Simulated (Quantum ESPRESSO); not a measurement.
Records of electronic-structure calculations.

**FeSb: where do free moments turn?**

It takes space group P6_3/mmc (No. 194, hexagonal). The conventional cell has a = 4.060 Å, b = 4.060 Å, c = 5.130 Å, α = 90.00°, β = 90.00°, γ = 120.00°. Nearest to Fe lie 2 Fe at 2.56 Å and 6 Sb at 2.67 Å. Nearest to Sb lie 6 Fe at 2.67 Å. Farther neighbours are not listed.

| Item | Value |
| --- | --- |
| method | LDA; plane waves with GBRV 1.5 LDA potentials, no spin-orbit coupling (and 1 further level or step) |
| program | Quantum ESPRESSO 7.5 |
| settings of one run | GBRV 1.5 LDA, potential files Sb: sb_lda_v1.4.uspp.F.UPF, Fe: fe_lda_v1.5.uspp.F.UPF, cutoff 462.59 eV, 5×5×4 k-mesh, 82 bands, fermi-dirac occupations, smearing width 0.1 eV, SCF threshold 4.00e-8, starting moments 2.8 2.8 0 0 μB |
| cost | 5 runs, 17 min in all on 3 MPI ranks of Intel Xeon at 2.80GHz (Skylake/Cascade Lake), shared host (the runs of this entry) |
| notes | The database entry behind the starting cell differs from later determinations by our own check (0.1 to 0.3 % short, probably kX units). Without spin–orbit coupling only the angles between moments matter. The cell holds only so many moments, so longer spirals cannot form in it. |
| lowest start | collinear parallel, random 1 and random 2 |
| its final state | ferromagnetic |
| its moments | 1.54 μB |
| its net moment | 2.89 μB a cell |

No finished start ends non-collinear. The mesh is coarse, so differences of some ten meV can be noise where moments are itinerant.

[Hosts, paths, dates, database ids (printed as entryN), source tags and the programs' standing remarks are cut or masked in the printed files.]

[Where a cell is said to come from a database of computed structures, the database is the Materials Project.]
